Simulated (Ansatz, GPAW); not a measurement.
# Work function of a 4-layer slab of Ca(110) at several levels, part 3 of 3

Aim: the work function of both faces of a 4-layer slab of Ca(110), and its spread over functionals and bases.

GPAW 26.7.0 and Ansatz 0.2.0; Ansatz plane waves; slab in vacuum with a dipole correction, relaxation; PAW set soft_1 (the session's first sound run).

So far, upper work function (eV): step 2 (relaxing the atoms, PBE) 2.77; step 5 (self-consistent run: xc = "revPBE") 2.70; step 6 (self-consistent run: xc = "vdW-DF2", GPAW, PAW setups, GPAW) 2.99; step 7 (real-space grid: mode = "fd", PBE, GPAW) 2.77; step 8 (atomic orbitals: mode = "lcao", PBE, GPAW) 2.73.

## Step 10: A second plane-wave code

A second program with its own datasets checks the number independently.

This step: Ansatz plane waves; slab in vacuum with a dipole correction; PAW set soft_1 (Ansatz 0.2.0).

input.yaml reads:

```yaml
crystal:
  lattice:
    - [5.58, 0.0, 0.0]
    - [0.0, 3.945655839, 0.0]
    - [0.0, 0.0, 23.9184837585]
  atoms:
    - { symbol: Ca, position: [0.5, 0.5, 0.3762780321] }
    - { symbol: Ca, position: [0.0, 0.0, 0.458759344] }
    - { symbol: Ca, position: [0.5, 0.5, 0.5356070866] }
    - { symbol: Ca, position: [0.0, 0.0, 0.6155178697] }
kpoints:
  mp_grid: { grid: [6, 8, 1] }
hamiltonian:
  xc: pbe
  pseudopotentials: { kind: paw, azcp: { folder: soft_1 } }
scf:
  occupations: { method: fermi_dirac, width: 0.1 }
efield:
  axis: 3
  dipole_correction: true
  ramp_width: 0.05
output:
  forces: true
  write_potential: true
  write_density: true
  volumetric_format: npy
```

Launch:

```
$ ansatz run input.yaml --threads 4 --pin off --max-ram 8192MiB --backend cpu --events-out ev --progress --plain --runs-dir out
```

Numbers of over 12 decimals in the logs are rounded to 6 here.

Output:

```text
[...]
Crystal: 4 atoms, lattice volume = 526.608 Å³
Basis set: ecut = 420 eV, 10349 PW (Γ), exchange–correlation on 80×54×320 points (8 copies of the dense FFT grid, shifted against one another)
Bands: 24, of which v1, the nominal top of the filled ones, is band 20 counted from 1 (19 counted from 0)
Symmetry: 4 space group operations
[...]
k-points: 20 of 48
[...]
SCF iter   1: F=—  HF=-7267.175643 eV  |F-HF|=—  |Δ(HF+E_count)|=         —  Δρ=9.38e-3  dr2=7.71e0  ethr=3.10e-3  p=0.000 e·Å  D=1.65e-10 V/Å  ΔV_dip=-0.00 eV  dr2_dipole=5.83e-3  V_vac-E_F(+/−)=4.74/4.74 eV  ⟨swp⟩=13.9  Hψ=7690  notcnv=0
[...]
SCF iter   9: F=-7266.086027 eV  HF=-7266.086027 eV  |F-HF|=1.66e-8  |Δ(HF+E_count)|=   2.25e-7  Δρ=1.85e-6  dr2=3.83e-8  ethr=2.50e-10  p=-0.000 e·Å  D=-1.63e-4 V/Å  ΔV_dip=0.00 eV  dr2_dipole=2.17e-11  V_vac-E_F(+/−)=2.77/2.76 eV  ⟨swp⟩=16.4  Hψ=4780  notcnv=0
SCF 1 converged in 9 iterations: F = -7266.086027 eV  dr2 = 3.83e-8
[...]
SCF converged after 9 iterations
Free energy (F): -7266.086027 eV
[...]
Internal energy: -7265.910367 eV  (E = F + TS)
E sigma→0 (E₀):  -7265.998197 eV
Entropy (-TS):   -0.175660 eV (-43.915 meV/atom)
Fermi energy:    -0.176306 eV
Dipole field:    D = -0.000167 V/Å  (p = -0.000487 e·Å, saw-weighted, corrected)
Work function:   Φ+ = 2.7663 eV   Φ− = 2.7623 eV
[...]
--- Forces (eV/Å), atoms counted from 1 ---
  atom   1  Ca    -0.00000000     0.00000000     0.07137730
  atom   2  Ca     0.00000000     0.00000000    -0.06870788
  atom   3  Ca     0.00000000     0.00000000    -0.00080161
  atom   4  Ca    -0.00000000     0.00000000    -0.00186128
  max |Σ_I F_I| component: 6.53e-6 eV/Å
--- Band table (eV; the first three rows and the last of 20) ---
  k-point 0: bands = [... 16 lower, -3.8123, -2.6692, -1.2157, -0.3545, -0.0341, 0.4393, 0.5156, 0.7468, ... 4 higher]
  k-point 1: bands = [... 16 lower, -3.6407, -2.5058, -1.0721, -0.2460, 0.0569, 0.4784, 0.4865, 0.6942, ... 4 higher]
  k-point 2: bands = [... 16 lower, -3.1439, -2.0401, -0.6940, -0.0743, 0.2377, 0.4076, 0.5265, 0.5744, ... 4 higher]
  k-point 19: bands = [... 16 lower, -0.8415, -0.8313, -0.3717, -0.3592, 0.1828, 0.1852, 0.1859, 0.1900, ... 4 higher]
```

The job ended after 13 s (4 threads of Intel Xeon Platinum 8375C at 2.90GHz (Ice Lake), shared host; peak memory 0.86 GiB; 47 s of CPU time).

This step gave:

* upper work function: 2.766 eV
* lower work function: 2.762 eV
* dipole along the normal: -4.87e-4 e·Å
* dipole field: -1.67e-4 V/Å

The electrostatic potential energy of an electron (with the applied field's), less the Fermi level, planar mean oscillates, so the rows of the table below give means over windows of 1 Å about each position, cut where the curve ends. Its maxima inside the range that stand out by 2 % of the span (Å: eV): 10.0: -0.957, 12.0: -1.41, 13.8: -1.20. Its minima: 9.0: -5.12, 10.9: -4.84, 12.9: -4.88, 14.7: -5.14.

Table of electrostatic potential energy of an electron (with the applied field's), less the Fermi level, planar mean by z; means over each step:

z (Å), electrostatic potential energy of an electron (with the applied field's), less the Fermi level, planar mean (eV) and a bar from the least value:
```
        0       2.76 ##############################
        1       2.76 ##############################
        2       2.76 ##############################
        3       2.76 ##############################
        4       2.76 ##############################
        5       2.75 ##############################
        6       2.68 ##############################
        7       2.27 ############################
        8       0.18 ###################
        9      -4.23 
       10      -1.70 ###########
       11      -4.08 #
       12      -2.21 #########
       13      -3.88 #
       14      -2.35 ########
       15      -3.59 ###
       16       1.15 #######################
       17       2.46 #############################
       18       2.72 ##############################
       19       2.76 ##############################
       20       2.77 ##############################
       21       2.77 ##############################
       22       2.77 ##############################
       23       2.77 ##############################
```

The valence density, planar mean oscillates, so the rows of the table below give means over windows of 1.94 Å about each position, cut where the curve ends. Its maxima inside the range that stand out by 2 % of the span (Å: e/Å³): 9.0: 0.393, 10.9: 0.402, 12.9: 0.405, 14.7: 0.390. Its minima: 10.0: 0.0827, 12.0: 0.101, 13.8: 0.0894.

The valence density, planar mean by z; means over each step:

| z (Å) | valence density, planar mean (e/Å³) |
| --- | --- |
| 2.91 | 6.8e-6 |
| 4.85 | 2.7e-4 |
| 6.79 | 0.00671 |
| 8.73 | 0.212 |
| 10.67 | 0.234 |
| 12.61 | 0.241 |
| 14.55 | 0.227 |
| 16.49 | 0.0157 |
| 18.43 | 5.9e-4 |
| 20.37 | 1.6e-5 |

Force by atom:

```csv
atom,x (eV/Å),y (eV/Å),z (eV/Å),size
Ca1,0.0000,0.0000,0.0714,0.0714
Ca2,0.0000,0.0000,-0.0687,0.0687
Ca3,0.0000,0.0000,-0.0008,0.0008
Ca4,0.0000,0.0000,-0.0019,0.0019
```

The upper face's work function is 2.766 eV, against 2.769 eV in the first plane-wave PBE run at this geometry.

## Step 11: Side by side

Results and costs are gathered.

This step: comparison of work functions, dipole and cost; PAW set soft_1 (GPAW 26.7.0).

Ladder, by row:

| step | code | work function, upper (eV) | work function, lower (eV) | dipole (e Å) | wall time (s) | peak memory (GiB) | threads |
| --- | --- | --- | --- | --- | --- | --- | --- |
| pw | GPAW | 2.769 | 2.765 | -4.63e-4 | 141.9 | 0.36 | 1 |
| RPBE | GPAW | 2.695 | 2.691 | -4.08e-4 | 143.8 | 0.35 | 1 |
| revPBE | GPAW | 2.695 | 2.692 | -4.09e-4 | 145.5 | 0.35 | 1 |
| vdW-DF2 | GPAW | 2.993 | 2.99 | -3.00e-4 | 623.8 | 0.66 | 1 |
| fd | GPAW | 2.768 | 2.765 | -4.76e-4 | 1455 | 1.46 | 1 |
| lcao | GPAW | 2.729 | 2.725 | -4.54e-4 | 629.1 | 0.48 | 1 |
| ansatz | Ansatz | 2.766 | 2.762 | -4.87e-4 | 12.54 | 0.86 | 4 |

## Step 12: A changed run

One more run, with changed settings.

This step: GPAW, PAW setups; slab in vacuum (GPAW 26.7.0).

run.py reads:

```python
import json
import numpy as np
from ase import Atoms
from gpaw import GPAW, PW

slab = Atoms(
    ['Ca', 'Ca', 'Ca', 'Ca'],
    positions=[
        [2.79000, 1.97283, 9.00000],
        [0.00000, 0.00000, 10.97283],
        [2.79000, 1.97283, 12.81091],
        [-0.00000, 0.00000, 14.72225]],
    cell=[[5.58, 0.0, 0.0], [0.0, 3.94566, 0.0], [0.0, 0.0, 23.91848]],
    pbc=[True, True, False])

slab.calc = GPAW(mode=PW(400), xc='PBE', kpts={'size': (6, 8, 1), 'gamma': True},
                 occupations={'name': 'fermi-dirac', 'width': 0.1}, nbands='160%',
                 convergence={'density': 1e-05}, maxiter=50,
                 poissonsolver={'dipolelayer': 'xy'},
                 symmetry={'tolerance': 1e-3}, txt='slab.txt')
result = {}
energy = slab.get_potential_energy()
fermi = slab.calc.get_fermi_level()
v = slab.calc.get_electrostatic_potential().mean((0, 1)) - fermi
n = slab.calc.get_pseudo_density().mean((0, 1))
L = slab.cell[2, 2]
z = np.arange(len(v)) * L / len(v)
low, high = slab.positions[:, 2].min(), slab.positions[:, 2].max()
below, above = np.interp([low - 1.0, high + 1.0], z, v)
slopes = [np.interp(x, z, np.gradient(v, z)) for x in (low - 1.0, high + 1.0)]
eps = np.array([[slab.calc.get_eigenvalues(k, s) for k in range(len(slab.calc.get_ibz_k_points()))]
                for s in range(slab.calc.get_number_of_spins())]) - fermi
top, bottom = eps[eps < 0].max(), eps[eps > 0].min()
dipole = slab.get_dipole_moment()[2]
print(f'energy {energy:.4f} eV, Fermi level {fermi:.4f} eV, dipole {dipole:.5f} e A')
print(f'potential 1.0 A off the faces, from the Fermi level: lower {below:.4f} eV, upper {above:.4f} eV')
print(f'slope of the potential there: lower {slopes[0]:.5f}, upper {slopes[1]:.5f} eV/A')
print(f'nearest levels on the mesh: {top:.4f} and {bottom:.4f} eV')
print('magnetic moment', round(slab.get_magnetic_moment(), 3))
result.update(energy=energy, fermi=fermi, dipole=dipole, below=below, above=above, slopes=slopes, edges=[top, bottom],
              z=z.tolist(), v=v.tolist(), n=n.tolist(), positions=slab.positions.tolist(),
              forces=slab.get_forces(apply_constraint=False).tolist(), moments=slab.get_magnetic_moments().tolist())
json.dump(result, open('result.json', 'w'))
```

Launch:

```
$ OMP_NUM_THREADS=1 OPENBLAS_NUM_THREADS=1 python run.py
```

Output:

```text
energy -6.6032 eV, Fermi level -0.7018 eV, dipole -0.00046 e A
potential 1.0 A off the faces, from the Fermi level: lower 0.5206 eV, upper 0.5266 eV
slope of the potential there: lower -3.66040, upper 3.67453 eV/A
nearest levels on the mesh: -0.0018 and 0.0120 eV
magnetic moment 0.0
```

The job ended after 2.3 min (1 thread; peak memory 0.35 GiB).

The run finished. A setting was moved off its sound value on purpose, so it serves as a test and not as the result.

The fault put into the input: the potential probed 1 A off the face (probe = 1.0).

## Step 13: What came out

```
work function, both faces : 2.77 eV
dipole along the normal   : -4.6e-4 e Å
```

With plane waves and PBE the work function is 2.77 eV on the upper face and 2.76 eV on the lower. Over the sound runs of the table the upper face's work function spans 2.695 (RPBE) to 2.993 eV (vdW-DF2). The two plane-wave codes differ by 0.0022 eV on the upper face. The small printed dipole stands for a step of 3.8 meV from the lower to the upper face, and the probes find 4.0 meV; values this small are near the numerical noise of both. The slab is only 5.7 Å thick between its outer nuclei, so the values belong to this film more than to the surface of the bulk metal. The in-plane lattice was kept as typed, which isn't the functional's own and leaves some strain; spin-orbit coupling and temperature are left out.

[Logs are printed without paths, hosts, clocks, repeated set-up lines and the standing remarks that a program may print on its own settings, such as how far it seeks lower states.]

[Hosts, paths, dates, database ids (printed as entryN), source tags and the programs' standing remarks are cut or masked in the printed files.]
